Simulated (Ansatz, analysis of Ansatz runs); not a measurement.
# How often does N try the jump in Al3GaN4 (Pm)?, part 2 of 2

Aim: the prefactor of a hop in Al3GaN4 (Pm) (V_N hop (3.1 Å), charge +3) from the modes of the moving atom at the start and at the top of a path found beforehand. Model: a cell of 96 host atoms with 1 N taken out.

Ansatz 0.2.0; plane-wave PAW DFT, PBEsol; finite-difference force constants of the moving atom alone.

So far. Step 2 (Vibrations of the moving atom at the start point): The three modes are 547, 558 and 719 cm⁻¹: all real, a minimum for this atom with the others held.

## 3. Vibrations of the moving atom at the top of the path

The same at the top, where the mode along the path should be imaginary.

Input file qp3.top.modes/input.yaml:

```yaml
crystal:
  lattice:
    - [10.08692303, 0.0, 0.00025291]
    - [0.0, 9.39015873, 0.0]
    - [-0.00644803, 0.0, 10.83602103]
  atoms:
    - { symbol: Al, position: [0.25010084, 0.16332139, 0.08540498] }
    - { symbol: Al, position: [-0.00081748, 0.16427626, 0.41926185] }
    - { symbol: Al, position: [0.00034092, -5.958e-05, 0.16693721] }
    - { symbol: Ga, position: [0.24974331, 3.83e-05, 0.33500649] }
    - { symbol: "N", position: [0.0568675, 0.00018013, 0.33432733] }
    - { symbol: "N", position: [0.06214113, 0.16593898, 0.08505287] }
    - { symbol: "N", position: [0.31415105, 0.16689293, 0.42514344] }
    - { symbol: "N", position: [0.31313677, 0.00011851, 0.16755163] }
    - { symbol: Al, position: [0.24419997, 0.16305972, 0.5872388] }
    - { symbol: Al, position: [-0.00244013, 0.16501877, 0.91958132] }
    - { symbol: Al, position: [-0.00447551, 3.911e-05, 0.66811812] }
    - { symbol: Ga, position: [0.24783878, -0.00016712, 0.83549022] }
    - { symbol: "N", position: [0.0539294, -0.00011751, 0.83413281] }
    - { symbol: "N", position: [0.05829763, 0.16391158, 0.58417188] }
    - { symbol: "N", position: [0.31304271, 0.16471121, 0.92419689] }
    - { symbol: "N", position: [0.31161615, 0.00055238, 0.6653339] }
    - { symbol: Al, position: [0.24962414, 0.50007346, 0.08677491] }
    - { symbol: Al, position: [0.0058736, 0.50009985, 0.41366047] }
    - { symbol: Al, position: [0.00139353, 0.3330458, 0.16346408] }
    - { symbol: Ga, position: [0.24747555, 0.3145446, 0.3279644] }
    - { symbol: "N", position: [0.05955276, 0.33302969, 0.33413562] }
    - { symbol: "N", position: [0.06213482, 0.49989137, 0.0848609] }
    - { symbol: "N", position: [0.39238973, 0.50818611, 0.49951075] }
    - { symbol: "N", position: [0.31431855, 0.33404476, 0.16659175] }
    - { symbol: Al, position: [0.24966133, 0.50084535, 0.60305345] }
    - { symbol: Al, position: [-0.00396231, 0.50006778, 0.91972388] }
    - { symbol: Al, position: [0.00578331, 0.32659853, 0.67121094] }
    - { symbol: Ga, position: [0.24311773, 0.33099116, 0.84583634] }
    - { symbol: "N", position: [0.05167851, 0.332984, 0.83824024] }
    - { symbol: "N", position: [0.0553344, 0.49992701, 0.5842607] }
    - { symbol: "N", position: [0.31125427, 0.50011879, 0.9244043] }
    - { symbol: "N", position: [0.29583698, 0.32627821, 0.67578184] }
    - { symbol: Al, position: [0.2502042, 0.83627556, 0.08621452] }
    - { symbol: Al, position: [-0.00024524, 0.83563275, 0.41915217] }
    - { symbol: Al, position: [0.00215091, 0.66690925, 0.16386246] }
    - { symbol: Ga, position: [0.24974928, 0.68331589, 0.33054463] }
    - { symbol: "N", position: [0.06070746, 0.66675457, 0.33451818] }
    - { symbol: "N", position: [0.06221361, 0.83405283, 0.08514626] }
    - { symbol: "N", position: [0.31408063, 0.83480376, 0.42536733] }
    - { symbol: "N", position: [0.31438148, 0.66560842, 0.16748843] }
    - { symbol: Al, position: [0.24392377, 0.83787692, 0.58752506] }
    - { symbol: Al, position: [-0.00273075, 0.83477799, 0.91971823] }
    - { symbol: Al, position: [0.00623909, 0.67362232, 0.67130355] }
    - { symbol: Ga, position: [0.24276355, 0.66955484, 0.84658569] }
    - { symbol: "N", position: [0.05132651, 0.66699403, 0.83856582] }
    - { symbol: "N", position: [0.05814299, 0.83651751, 0.5841356] }
    - { symbol: "N", position: [0.3129965, 0.83563821, 0.92492806] }
    - { symbol: "N", position: [0.29368171, 0.67538805, 0.67718935] }
    - { symbol: Al, position: [0.7508363, 0.16552658, 0.08172221] }
    - { symbol: Al, position: [0.50215776, 0.1673755, 0.41431008] }
    - { symbol: Al, position: [0.50224708, -0.00030323, 0.1638109] }
    - { symbol: Ga, position: [0.74977426, -0.00012263, 0.33132527] }
    - { symbol: "N", position: [0.55589716, 0.0001172, 0.3318324] }
    - { symbol: "N", position: [0.56218418, 0.16537162, 0.07953357] }
    - { symbol: "N", position: [0.81264299, 0.16649091, 0.41944747] }
    - { symbol: "N", position: [0.81190699, -0.00020612, 0.16243286] }
    - { symbol: Al, position: [0.74942258, 0.16698769, 0.58249834] }
    - { symbol: Al, position: [0.49990213, 0.16464243, 0.91526643] }
    - { symbol: Al, position: [0.49986784, -0.00094198, 0.66364878] }
    - { symbol: Ga, position: [0.74756472, -0.00022305, 0.83204602] }
    - { symbol: "N", position: [0.55400998, -0.00025533, 0.82933752] }
    - { symbol: "N", position: [0.55955425, 0.16936132, 0.58067465] }
    - { symbol: "N", position: [0.81005474, 0.16650416, 0.91808818] }
    - { symbol: "N", position: [0.80730077, -7.453e-05, 0.66165298] }
    - { symbol: Al, position: [0.75071538, 0.50004474, 0.08157789] }
    - { symbol: Al, position: [0.5165914, 0.50087736, 0.38770528] }
    - { symbol: Al, position: [0.50408205, 0.33120225, 0.15840988] }
    - { symbol: Ga, position: [0.75562001, 0.32924295, 0.32826281] }
    - { symbol: "N", position: [0.56242445, 0.32859371, 0.32458086] }
    - { symbol: "N", position: [0.56146703, 0.49998064, 0.07912439] }
    - { symbol: "N", position: [0.81366648, 0.50010808, 0.41537834] }
    - { symbol: "N", position: [0.81398004, 0.33312271, 0.16014801] }
    - { symbol: Al, position: [0.80779477, 0.50004056, 0.58360868] }
    - { symbol: Al, position: [0.49798245, 0.50002555, 0.91335964] }
    - { symbol: Al, position: [0.4783555, 0.31368062, 0.66934271] }
    - { symbol: Ga, position: [0.74745437, 0.33306769, 0.83235621] }
    - { symbol: "N", position: [0.55234363, 0.33461692, 0.82570285] }
    - { symbol: "N", position: [0.80857418, 0.50002684, 0.91767172] }
    - { symbol: "N", position: [0.8137715, 0.33079968, 0.66373774] }
    - { symbol: Al, position: [0.75084469, 0.83398776, 0.08153247] }
    - { symbol: Al, position: [0.50216289, 0.83264143, 0.41415859] }
    - { symbol: Al, position: [0.50408339, 0.66887231, 0.15813388] }
    - { symbol: Ga, position: [0.75613988, 0.67111277, 0.32801203] }
    - { symbol: "N", position: [0.56349011, 0.67237188, 0.32359977] }
    - { symbol: "N", position: [0.56214663, 0.83425947, 0.07869786] }
    - { symbol: "N", position: [0.81319337, 0.83375395, 0.41941761] }
    - { symbol: "N", position: [0.81465183, 0.66669073, 0.16004405] }
    - { symbol: Al, position: [0.74934171, 0.83266508, 0.58235303] }
    - { symbol: Al, position: [0.49971759, 0.83399656, 0.91398659] }
    - { symbol: Al, position: [0.47640127, 0.68200486, 0.66455907] }
    - { symbol: Ga, position: [0.74668742, 0.66647514, 0.83163152] }
    - { symbol: "N", position: [0.55140907, 0.66390599, 0.82302788] }
    - { symbol: "N", position: [0.55942962, 0.82982153, 0.5802839] }
    - { symbol: "N", position: [0.80969477, 0.83301788, 0.91782551] }
    - { symbol: "N", position: [0.81420929, 0.66920512, 0.66357807] }
  symmetry: { detect: false }
total_charge: 3
basis:
  ecutwfc: 420
  xc_grid: 2
hamiltonian:
  xc: pbesol
kpoints:
  mp_grid: { grid: [1, 1, 1], shift: [0.25, 0.25, 0.25] }
scf:
  occupations: { method: fixed }
  max_iter: 150
phonons:
  supercell: [1, 1, 1]
  displaced_sites: [22]
  amplitude: 0.02
```

The run is started by

```console
$ ansatz run input.yaml --threads 32 --pin off --max-ram 84787MiB --backend cuda --events-out ev --progress --plain --runs-dir out --max-vram 78GiB
```

Numbers of over 12 decimals in the logs are rounded to 6 here.

What it wrote:

```text
[...]
Crystal: 95 atoms, lattice volume = 1026.364 Å³
Basis set: ecut = 420 eV, 20007 PW (Γ), exchange–correlation on 144×128×150 points (8 copies of the dense FFT grid, shifted against one another)
Bands: 343, of which v1, the nominal top of the filled ones, is band 248 counted from 1 (247 counted from 0)
Symmetry: 1 space group operations
k-points: 1
[...]
SCF iter   1: F=—  HF=-81730.483792 eV  |F-HF|=—  |Δ(HF+E_count)|=         —  Δρ=1.45e-2  dr2=3.86e0  ethr=1.77e-3  ⟨swp⟩=5.0  Hψ=1169  notcnv=0  defer=93
[...]
SCF iter   2: F=—  HF=-81729.427937 eV  |F-HF|=—  |Δ(HF+E_count)|=    1.06e0  Δρ=5.10e-3  dr2=6.65e-1  ethr=7.79e-4  ⟨swp⟩=2.0  Hψ=612  notcnv=0  defer=93
[...]
SCF iter  14: F=-81729.137979 eV  HF=-81729.137979 eV  |F-HF|=2.91e-10  |Δ(HF+E_count)|=  3.49e-10  Δρ=1.72e-7  dr2=3.92e-10  ethr=1.00e-12  ⟨swp⟩=17.0  Hψ=1927  notcnv=0
SCF 1 converged in 14 iterations: F = -81729.137979 eV  dr2 = 3.92e-10
[...]
SCF iter   2: F=—  HF=-81729.134285 eV  |F-HF|=—  |Δ(HF+E_count)|=   8.94e-4  Δρ=3.08e-4  dr2=8.18e-4  ethr=5.59e-7  ⟨swp⟩=2.0  Hψ=425  notcnv=0  defer=92
[...]
SCF iter  10: F=-81729.133385 eV  HF=-81729.133385 eV  |F-HF|=0.00e0  |Δ(HF+E_count)|=  5.82e-11  Δρ=8.49e-8  dr2=6.84e-11  ethr=1.00e-12  ⟨swp⟩=4.0  Hψ=847  notcnv=0
SCF 2 converged in 10 iterations: F = -81729.133385 eV  dr2 = 6.84e-11
[...]
SCF 3 converged in 7 iterations: F = -81729.133305 eV  dr2 = 3.04e-11
[...]
SCF 4 converged in 9 iterations: F = -81729.137406 eV  dr2 = 3.79e-11
[...]
SCF 5 converged in 7 iterations: F = -81729.137289 eV  dr2 = 1.45e-11
[...]
SCF 6 converged in 9 iterations: F = -81729.134061 eV  dr2 = 6.89e-11
[...]
SCF 7 converged in 7 iterations: F = -81729.133707 eV  dr2 = 1.72e-11
SCF converged after 14 iterations
[...]
[... 1 atom left out ...]
  atom  90  Al    -0.00298359    -0.00033054     0.00430937
  [... 5 atoms left out ...]
  max |Σ_I F_I| component: 3.95e-5 eV/Å
--- Band table (eV) ---
[...]
transpose residual: 3.5e-3 eV/Å²
[...]
frequencies among the named sites at Γ of the cell (cm⁻¹): -233.22 247.58 949.63
  unstable modes among the named sites: 1
  frequencies as built, with no sum rule (cm⁻¹): -233.22 247.58 949.63
  zero-point energy: 0.074218 eV/cell   skipped modes (ω ≤ 0): 1, of them read as no rigid motion or as one in doubt: 1 (1.000e0 modes/cell left out, lowest -233.22 cm⁻¹)
[...]
```

Run time: 3.3 s. Hardware: 1 × NVIDIA GB200 with 32 threads of Arm Neoverse V2, shared host; peak memory 1.9 GiB; 15 s of CPU time.

This step gave:

```yaml
free_energy: -81729.1380 eV
frequencies_of_moving_atom: -233.2, 247.6, 949.6 cm⁻¹ (negative: imaginary)
```

The three modes are 233i, 248 and 950 cm⁻¹: one imaginary, a saddle of first order for this atom with the others held.

## 4. Attempt frequency and hop rate

Analysis of the runs above: harmonic transition-state theory from the moving atom's modes alone (Vineyard), PBEsol.

It gives:

* attempt frequency: 27.98 THz

Hop rate against temperature:

| temperature (K) | hop rate (1/s) |
| --- | --- |
| 200 | 2.5e-48 |
| 300 | 5.6e-28 |
| 400 | 8.4e-18 |
| 600 | 1.3e-7 |
| 800 | 0.0154 |
| 1000 | 17.3 |

## 5. Outcome

```yaml
attempt_frequency_attempt_frequency_and_hop_rate: 28.0 THz
```

The attempt frequency, the product of the three frequencies at the start over that of the two real ones at the top (Vineyard), is 28.0 THz. With the barrier of 2.42 eV it gives 1.3e-07 hops a second at 600 K along this one path; equivalent neighbouring sites multiply that. The host's atoms were held, though they move along the path too, so the prefactor is rough. Keep in mind: one k-point off the zone centre stands for the whole zone.

[Logs are printed without paths, hosts, clocks, repeated set-up lines and the standing remarks that a program may print on its own settings, such as how far it seeks lower states.]

[Hosts, paths, dates, database ids (printed as entryN), source tags and the programs' standing remarks are cut or masked in the printed files.]
